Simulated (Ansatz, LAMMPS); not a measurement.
**Li+ TFSI- in a fluorinated ether (TTE), from a frame at 400 K (106 atoms): geometry optimisation**

How does Li+ TFSI- in a fluorinated ether (TTE), from a frame at 400 K (106 atoms) relax, and what do bonds, charges and levels look like afterwards?

Method: Kohn-Sham DFT, PBE+D3(BJ), PAW (set soft_2), plane waves, in Ansatz 0.2.0.

### 1. The structure

The cell holds 106 atoms: 46 F, 27 C, 9 O, 20 H, 1 N, 2 S and 1 Li. Its edges and angles: a = 11.477 Å, b = 11.477 Å, c = 11.477 Å, α = 90.0°, β = 90.0°, γ = 90.0°. 5 a fluorinated ether (TTE), 1 Li+, 1 TFSI- placed at random, at 1.59 g/cm³; overlaps pushed apart, then 10 ps at 550 K with Joung-Cheatham ions (J. Phys. Chem. B 112, 9020 (2008)); MMFF94 bonds, angles, torsions, charges and radii (Halgren, J. Comput. Chem. 17, 490 (1996)) in harmonic and 12-6 forms; charges of ions scaled by 0.8. Snapshot after 30 ps at 400 K and fixed volume.

Limits known from the start: The network of contacts between molecules at the start is that of the classical potential that made the cell. The density was typed from a rule of thumb and may lie off the real one at this temperature. Sampling is at Γ alone, for a cell whose shortest periodic width is 11 Å.

### 2. Making the structure

A classical potential supplies the starting structure, since it reaches far longer times than DFT.

This step: classical MD, Joung-Cheatham ions (J. Phys. Chem. B 112, 9020 (2008)); MMFF94 bonds, angles, torsions, charges and radii (Halgren, J. Comput. Chem. 17, 490 (1996)) in harmonic and 12-6 forms; charges of ions scaled by 0.8 (LAMMPS 22 Jul 2025 - Update 4).

in.lmp reads:

```
# Li+ TFSI- in a fluorinated ether (TTE)
units real
atom_style full
boundary p p p
bond_style harmonic
angle_style harmonic
dihedral_style opls
improper_style harmonic
special_bonds lj 0 0 0.5 coul 0 0 0.75
read_data data.lmp
neigh_modify delay 0 every 1 check yes one 4000
comm_modify cutoff 12.0
timestep 0.5
thermo_style custom step time temp pe press density
thermo_modify norm yes
# push overlapping molecules apart
pair_style soft 2.6
pair_coeff * * 0.0
variable a equal ramp(1,60)
fix ad all adapt 1 pair soft a * * v_a
velocity all create 550 197206 mom yes dist gaussian
fix lim all nve/limit 0.03
fix lan all langevin 550 550 50 197207 zero yes
thermo 1000
run 3000 post no
unfix ad
pair_style lj/cut/coul/long 9.0
pair_modify mix arithmetic tail yes
pair_coeff 1 1 0.0801 2.5590   # F
pair_coeff 2 2 0.0678 3.3680   # C
pair_coeff 3 3 0.0763 3.0430   # O
pair_coeff 4 4 0.0216 2.5400   # H
pair_coeff 5 5 0.0721 3.5530   # N
pair_coeff 6 6 0.2681 3.4180   # S
# [... 20 lines left out ...]
compute msd all msd com yes
thermo 7500
fix md all nvt temp 400 400 100
run 30000 post no
print "== T400: mean square displacement over the hold $(c_msd[4]:%.2f) A^2"
unfix md
uncompute msd
write_dump all custom T400.dump id type xs ys zs modify sort id
```

Launch:

```sh
lmp -in in.lmp -log none -nocite
```

Numbers of over 12 decimals in the logs are rounded to 6 here.

The program printed:

```text
LAMMPS (22 Jul 2025 - Update 4)
Reading data file ...
  orthogonal box = (0 0 0) to (11.47672 11.47672 11.47672)
  106 atoms
  orthogonal box = (0 0 0) to (11.47672 11.47672 11.47672)
  99 bonds
  180 angles
  189 dihedrals
WARNING: Bond/angle/dihedral extent > half of periodic box length
   Step          Time           Temp          PotEng         Press         Density
         0   0              550            0.62315188    -5075.8091      1.5899984
      1000   500            484.87264      1.9984155      21141.738      1.5899984
      2000   1000           539.6075       1.9535428      5345.5211      1.5899984
      3000   1500           531.18059      2.110192       9027.4972      1.5899984
WARNING: Bond/angle/dihedral extent > half of periodic box length
Loop time of 0.204927 s on 1 MPI rank(s) for 3000 steps with 106 atoms
PPPM initialization ...
  G vector (1/distance) = 0.3109337
  grid = 8 8 8
[... 31 lines left out ...]
Loop time of 2.98559 s on 1 MPI rank(s) for 10000 steps with 106 atoms
WARNING: Bond/angle/dihedral extent > half of periodic box length
   Step          Time           Temp          PotEng         Press         Density
[... 4 lines left out ...]
WARNING: Bond/angle/dihedral extent > half of periodic box length
Loop time of 1.47705 s on 1 MPI rank(s) for 5000 steps with 106 atoms
WARNING: Bond/angle/dihedral extent > half of periodic box length
   Step          Time           Temp          PotEng         Press         Density
[... 2 lines left out ...]
     30000   29000          370.30491      5.2822229     -2390.801       1.5899984
     37500   36500          375.77517      5.5039545      8363.311       1.5899984
     45000   44000          449.23995      5.5621136     -6843.9934      1.5899984
     47000   46000          432.92691      5.461722      -7110.2105      1.5899984
WARNING: Bond/angle/dihedral extent > half of periodic box length
Loop time of 8.896 s on 1 MPI rank(s) for 30000 steps with 106 atoms
== T400: mean square displacement over the hold 17.01 A^2
```

Run time: 14 s. Hardware: 1 thread of Arm Neoverse V2, shared host; peak memory 0.12 GiB.

The input also reads data.lmp (atoms, bonds and types; not printed here).

### 3. Single point at the start

A single point comes first, to see the forces before anything moves.

input.yaml reads:

```yaml
crystal:
  lattice:
    - [11.47672, 0.0, 0.0]
    - [0.0, 11.47672, 0.0]
    - [0.0, 0.0, 11.47672]
  atoms:
    - { symbol: F, position: [0.2608, 0.28025, 0.44375] }
    - { symbol: C, position: [0.19055, 0.3459, 0.37143] }
    - { symbol: F, position: [0.19809, 0.31369, 0.25744] }
    - { symbol: C, position: [0.2201, 0.47671, 0.37374] }
    - { symbol: F, position: [0.21216, 0.52073, 0.48435] }
    - { symbol: F, position: [0.33042, 0.49226, 0.33417] }
    - { symbol: O, position: [0.14329, 0.54478, 0.3006] }
    - { symbol: C, position: [0.17181, 0.66305, 0.28805] }
    - { symbol: C, position: [0.08681, 0.72072, 0.36136] }
    - { symbol: F, position: [0.0849, 0.66976, 0.47275] }
    - { symbol: F, position: [0.97626, 0.70288, 0.31255] }
    - { symbol: C, position: [0.12477, 0.85003, 0.38498] }
    - { symbol: F, position: [0.05367, 0.89712, 0.46844] }
    - { symbol: F, position: [0.23273, 0.84668, 0.43642] }
    - { symbol: H, position: [0.09667, 0.33362, 0.40504] }
    - { symbol: H, position: [0.26108, 0.6675, 0.3176] }
    - { symbol: H, position: [0.1754, 0.68368, 0.19128] }
    - { symbol: H, position: [0.12748, 0.90222, 0.3103] }
    - { symbol: F, position: [0.72142, 0.07267, 0.7763] }
    - { symbol: C, position: [0.81166, 0.14119, 0.74651] }
    - { symbol: F, position: [0.87742, 0.14949, 0.84873] }
    - { symbol: C, position: [0.77937, 0.26792, 0.70368] }
    - { symbol: F, position: [0.6973, 0.26547, 0.61362] }
    - { symbol: F, position: [0.72642, 0.32487, 0.79582] }
    - { symbol: O, position: [0.88304, 0.33414, 0.67162] }
    - { symbol: C, position: [0.85074, 0.45024, 0.6418] }
    - { symbol: C, position: [0.82445, 0.45709, 0.51074] }
    - { symbol: F, position: [0.73038, 0.39002, 0.48161] }
    - { symbol: F, position: [0.91612, 0.42031, 0.44238] }
    - { symbol: C, position: [0.79437, 0.58548, 0.47741] }
    - { symbol: F, position: [0.79537, 0.59988, 0.35195] }
    - { symbol: F, position: [0.68879, 0.61974, 0.52261] }
    - { symbol: H, position: [0.86772, 0.10138, 0.67522] }
    - { symbol: H, position: [0.77393, 0.4903, 0.68415] }
    - { symbol: H, position: [0.92707, 0.50554, 0.66522] }
    - { symbol: H, position: [0.8611, 0.64172, 0.50979] }
    - { symbol: F, position: [0.71221, 0.92057, 0.53632] }
    - { symbol: C, position: [0.63099, 0.87224, 0.46849] }
    - { symbol: F, position: [0.69456, 0.8203, 0.37402] }
    - { symbol: C, position: [0.54958, 0.96649, 0.42496] }
    - { symbol: F, position: [0.4822, 0.00206, 0.50726] }
    - { symbol: F, position: [0.61001, 0.06149, 0.39178] }
    - { symbol: O, position: [0.48751, 0.92613, 0.32817] }
    - { symbol: C, position: [0.41138, 0.01548, 0.28545] }
    - { symbol: C, position: [0.39887, 0.00223, 0.15414] }
    - { symbol: F, position: [0.3386, 0.89426, 0.12983] }
    - { symbol: F, position: [0.51034, 0.99149, 0.11285] }
    - { symbol: C, position: [0.34076, 0.10758, 0.09645] }
    - { symbol: F, position: [0.35607, 0.09813, 0.97662] }
    - { symbol: F, position: [0.2234, 0.11203, 0.11324] }
    - { symbol: H, position: [0.587, 0.80502, 0.52397] }
    - { symbol: H, position: [0.33431, 0.00231, 0.32628] }
    - { symbol: H, position: [0.44295, 0.1055, 0.29807] }
    - { symbol: H, position: [0.3875, 0.18931, 0.12585] }
    - { symbol: F, position: [0.32128, 0.29008, 0.7907] }
    - { symbol: C, position: [0.2107, 0.27445, 0.82884] }
    - { symbol: F, position: [0.15077, 0.31626, 0.73662] }
    - { symbol: C, position: [0.19306, 0.35558, 0.9319] }
    - { symbol: F, position: [0.26358, 0.3226, 0.02166] }
    - { symbol: F, position: [0.22537, 0.46847, 0.90588] }
    - { symbol: O, position: [0.07665, 0.35008, 0.97902] }
    - { symbol: C, position: [0.05788, 0.4342, 0.06728] }
    - { symbol: C, position: [0.92718, 0.43828, 0.1025] }
    - { symbol: F, position: [0.89861, 0.54279, 0.15331] }
    - { symbol: F, position: [0.90412, 0.35222, 0.18296] }
    - { symbol: C, position: [0.84223, 0.4226, 0.00227] }
    - { symbol: F, position: [0.74444, 0.47944, 0.02375] }
    - { symbol: F, position: [0.88846, 0.46568, 0.90435] }
    - { symbol: H, position: [0.18826, 0.18467, 0.8437] }
    - { symbol: H, position: [0.1038, 0.40709, 0.13942] }
    - { symbol: H, position: [0.07991, 0.52466, 0.04722] }
    - { symbol: H, position: [0.81705, 0.33239, 0.97324] }
    - { symbol: F, position: [0.38884, 0.72641, 0.60372] }
    - { symbol: C, position: [0.38013, 0.73283, 0.72268] }
    - { symbol: F, position: [0.34757, 0.84831, 0.74877] }
    - { symbol: C, position: [0.4928, 0.69333, 0.7821] }
    - { symbol: F, position: [0.52114, 0.59109, 0.7313] }
    - { symbol: F, position: [0.57793, 0.77306, 0.76414] }
    [... 22 atom lines left out ...]
    - { symbol: O, position: [0.88204, 0.68695, 0.96496] }
    - { symbol: C, position: [0.02848, 0.78822, 0.82353] }
    - { symbol: F, position: [0.12708, 0.71576, 0.8017] }
    - { symbol: F, position: [0.05628, 0.90223, 0.80281] }
    - { symbol: F, position: [0.94785, 0.76492, 0.73408] }
    - { symbol: Li, position: [0.84915, 0.66866, 0.21191] }
kpoints:
  mp_grid: { grid: [1, 1, 1] }
hamiltonian:
  xc: pbe
  dispersion: d3bj
scf:
  occupations: { method: fixed }
output:
  forces: true
  stress: true
  populations: true
  dos:
    method: { smearing: { sigma: 0.1 } }
    de: 0.1
    projected: { site_lists: { C: [C], F: [F], H: [H], Li: [Li], "N": ["N"] } }
  eigenvalues: true
```

Launch:

```sh
ansatz run input.yaml --threads 4 --pin off --max-ram 8192MiB --backend cpu --events-out ev --progress --plain --runs-dir out
```

The program printed:

```text
Engine: ansatz 0.2.0, aarch64-unknown-linux-gnu
Pseudopotentials: kind: paw
Pseudopotential: F, paw, valence charge 7, recommended cutoff 420 eV (normal), F.paw.azcp
Pseudopotential: C, paw, valence charge 4, recommended cutoff 420 eV (normal), C.paw.azcp
Pseudopotential: O, paw, valence charge 6, recommended cutoff 420 eV (normal), O.paw.azcp
Pseudopotential: H, paw, valence charge 1, recommended cutoff 420 eV (normal), H.paw.azcp
Pseudopotential: N, paw, valence charge 5, recommended cutoff 420 eV (normal), N.paw.azcp
Pseudopotential: S, paw, valence charge 6, recommended cutoff 420 eV (normal), S.paw.azcp
Pseudopotential: Li, paw, valence charge 3, recommended cutoff 420 eV (normal), Li.paw.azcp
[... 5 lines on functional and potentials left out ...]
Crystal: 106 atoms, lattice volume = 1511.657 Å³
Basis set: ecut = 420 eV, 29423 PW (Γ), exchange–correlation on 160×160×160 points (8 copies of the dense FFT grid, shifted against one another)
Bands: 368, of which v1, the nominal top of the filled ones, is band 262 counted from 1 (261 counted from 0)
Symmetry: 1 space group operations
Space group: P1 (ITA 1), of the structure as read, at distance tolerance 1.1e-4 Å
k-points: 1
[... 15 lines on functional and potentials left out ...]
Initial density: superposition of atomic densities (neutral atoms: chi_scale 0, normalization atom), corrected by the library's trained network
Initial wavefunctions: pseudopotential atomic-orbital guess
Functional: x = pbe(κ = 0.804, μ = 0.219515), c = pbe(β = 0.066725)
SCF iter   1: F=—  HF=-51745.089512 eV  |F-HF|=—  |Δ(HF+E_count)|=         —  Δρ=5.58e-3  dr2=3.38e-1  ethr=1.77e-3  ⟨swp⟩=5.0  Hψ=1372  notcnv=0  defer=103
preconditioner: auto → Resta (q_TF=auto, 2.287 Å⁻¹)  ε∞=2.4  [insulator: Δε(μ)=5.149 eV  Ē_g=18.379 eV  n_scr=304 (ndim 8)  ℏωp=21.8 eV  f_vac=0.386  ε∞_Penn≈2.4  vacuum switching on, ρ_ref=2.4e-2 e/Å³]
SCF iter   2: F=—  HF=-51745.004530 eV  |F-HF|=—  |Δ(HF+E_count)|=   8.50e-2  Δρ=2.63e-3  dr2=5.53e-2  ethr=6.46e-5  ⟨swp⟩=2.0  Hψ=632  notcnv=0  defer=104
SCF iter   3: F=—  HF=-51745.004321 eV  |F-HF|=—  |Δ(HF+E_count)|=   2.09e-4  Δρ=1.08e-3  dr2=1.13e-2  ethr=1.05e-5  ⟨swp⟩=3.0  Hψ=490  notcnv=0  defer=104
SCF iter   4: F=—  HF=-51745.004605 eV  |F-HF|=—  |Δ(HF+E_count)|=   2.84e-4  Δρ=2.97e-4  dr2=9.86e-4  ethr=2.16e-6  ⟨swp⟩=2.0  Hψ=486  notcnv=0  defer=104
SCF iter   5: F=—  HF=-51745.004610 eV  |F-HF|=—  |Δ(HF+E_count)|=   5.14e-6  Δρ=1.50e-4  dr2=2.69e-4  ethr=1.88e-7  ⟨swp⟩=3.0  Hψ=486  notcnv=0  defer=104
SCF iter   6: F=—  HF=-51745.004574 eV  |F-HF|=—  |Δ(HF+E_count)|=   3.64e-5  Δρ=3.91e-5  dr2=1.36e-5  ethr=5.14e-8  ⟨swp⟩=2.0  Hψ=484  notcnv=0  defer=100
SCF iter   7: F=—  HF=-51745.004577 eV  |F-HF|=—  |Δ(HF+E_count)|=   3.63e-6  Δρ=1.62e-5  dr2=2.56e-6  ethr=2.59e-9  ⟨swp⟩=2.0  Hψ=630  notcnv=0  defer=100
SCF iter   8: F=—  HF=-51745.004578 eV  |F-HF|=—  |Δ(HF+E_count)|=   2.35e-7  Δρ=4.98e-6  dr2=2.32e-7  ethr=4.88e-10  ⟨swp⟩=2.0  Hψ=524  notcnv=0  defer=100
SCF iter   9: F=-51745.004578 eV  HF=-51745.004578 eV  |F-HF|=5.86e-9  |Δ(HF+E_count)|=   7.77e-8  Δρ=1.84e-6  dr2=3.30e-8  ethr=1.91e-11  ⟨swp⟩=15.0  Hψ=2186  notcnv=0
SCF 1 converged in 9 iterations: F = -51745.004578 eV  dr2 = 3.30e-8
  greatest PAW one-centre occupation: 1.000 electrons in one spin orbital (limit 2), on the Li atom at site 105 (counted from 0), in its partial waves of l = 0
SCF converged after 9 iterations
Free energy (F): -51745.004578 eV
Harris-Foulkes:  -51745.004578 eV  (|F-HF|=5.86e-9)
Internal energy: -51745.004578 eV  (E = F + TS)
E sigma→0 (E₀):  -51745.004578 eV
Fermi energy:    -0.816733 eV
--- Per-component energies (eV) ---
  E_band       = -5608.964934
  E_kinetic    = 14120.427160
  E_local      = -64034.487968  (includes V_loc(G=0)·N_el)
  E_nonlocal   = 4617.898031
  E_hartree    = 25434.317734
  E_xc         = -6030.906301
  E_vxc        = -7597.364306  (∫ρ·V_xc dr)
  E_paw        = -14675.901301  (= ΣΔE_a)
  E_vpaw       = -3584.162705  (= ΣTr[D̂ρ^β])
  E_aug_tail   = 0.089572  (compensation charges beyond the density's cutoff)
  E_ewald      = -11171.610289
  E_disp       = -4.831215  (pairwise vdW)
  E_smearing   = -0.000000  (= −TS)
  E_closure    = 0.000000  (closes the sum)
  Σ components = -51745.004578   (vs F -51745.004578, Δ=0.00e0)
--- Forces (eV/Å), atoms counted from 1 ---
  atom   1  F     -0.05046493     0.66879610    -1.01079307
  atom   2  C     -2.39694724     0.08837515     1.00228733
  atom   3  F      0.44608670    -0.70402983     0.48105959
  atom   4  C     -0.44386949     1.95300083    -0.46034891
  atom   5  F      0.95452577    -1.22223215    -0.17880229
  atom   6  F      0.34064958    -0.08213824     0.40079303
  atom   7  O      0.17662440    -3.75650176     0.23368997
  atom   8  C      1.79515223    -1.56153835    -1.67506205
  atom   9  C     -0.04265554     1.54609835     1.75057701
  atom  10  F     -0.94489899     0.99876113    -1.24503174
  atom  11  F      0.90126678     0.88316211     0.76996421
  atom  12  C     -0.86332614    -0.90206004     2.12494390
  atom  13  F     -0.29377653     0.08676924    -0.44548525
  atom  14  F      0.16437097    -0.25262192    -0.37620112
[...]
atom 105  F      0.88627190    -0.41023609     1.50105706
  atom 106  Li    -0.78422062     1.33012844    -0.04621573
  max |Σ_I F_I| component: 1.53e-4 eV/Å
--- Stress (GPa, compression-positive) ---
        0.720812      -0.498133      -0.475854
       -0.498133      -0.071227       0.053832
       -0.475853       0.053831       0.635440
  P = ⅓ Tr σ = 0.4283 GPa (4.283 kbar)
--- Band table (eV) ---
  k-point 0: bands = ["-45.0843", "-27.6384", "-27.3126", "-27.2164", [... 352 levels ...], "9.8406", "9.8781", "9.9403", "9.9815", "10.0309", "10.0492", "10.1317", "10.1543", "10.1989", "10.2403", "10.3103", "10.3378"]
--- Löwdin populations: 106 sites ---
  site symbol       q [e]
     0      F      7.2360
     1      C      3.5197
     2      F      7.2261
[...]
105     Li      2.2495
  spilling = 0.010692 (of n_electrons = 524.000000)
```

Elapsed: 17 s, on 4 threads of Arm Neoverse V2, shared host; peak memory 1.9 GiB.

The run gave:

| Item | Value |
| --- | --- |
| free energy | -51745.0046 eV |
| free energy per atom | -488.1604 eV/atom |
| SCF cycles | 9 |
| pressure | 0.4283 GPa |
| r.m.s. force component | 1.127 eV/Å |
| longest force | 4.93 eV/Å |
| Fermi energy | -0.8167 eV |
| gap (highest filled to lowest empty level) | 5.052 eV |
| spilling of the projection | 0.01069 |

The r.m.s. force component of 1.1 eV/Å and the pressure of 0.43 GPa set the starting point.

Neighbours are counted within 1.62 Å (F-C), 2.16 Å (F-Li), 1.85 Å (C-C), 1.34 Å (C-H), 1.73 Å (C-O), 2.21 Å (C-S), 1.88 Å (O-S), 2.52 Å (O-Li), 1.98 Å (S-N).

Length of the force by element and coordination:

| element | coordination | atoms | mean length of the force (eV/Å) | spread | least | most |
| --- | --- | --- | --- | --- | --- | --- |
| C | all | 27 | 2.22 | 0.888 | 0.771 | 4.65 |
| F | all | 46 | 1.38 | 0.687 | 0.393 | 3.39 |
| F | 1 | 42 | 1.36 | 0.701 | 0.393 | 3.39 |
| F | 2 | 4 | 1.64 | 0.438 | 1.23 | 2.38 |
| H | all | 20 | 1.21 | 0.746 | 0.307 | 3.51 |
| Li | all | 1 | 1.54 | 0 | 1.54 | 1.54 |
| N | all | 1 | 1.75 | 0 | 1.75 | 1.75 |
| O | all | 9 | 2.29 | 1.18 | 0.700 | 4.43 |
| O | 1 | 3 | 2.58 | 1.35 | 1.26 | 4.43 |
| O | 2 | 6 | 2.14 | 1.06 | 0.700 | 3.77 |
| S | all | 2 | 4.08 | 0.848 | 3.24 | 4.93 |

[end of part 1 of 3]

[Logs are printed without paths, hosts, clocks, repeated set-up lines and the standing remarks that a program may print on its own settings, such as how far it seeks lower states.]

[Hosts, paths, dates, database ids (printed as entryN), source tags and the programs' standing remarks are cut or masked in the printed files.]

[The MMFF94 radii named for the starting cell were scaled by 0.96; in molecules described by MMFF94, hydrogen bound to N, O or S took a small fixed 12-6 site in their place.]
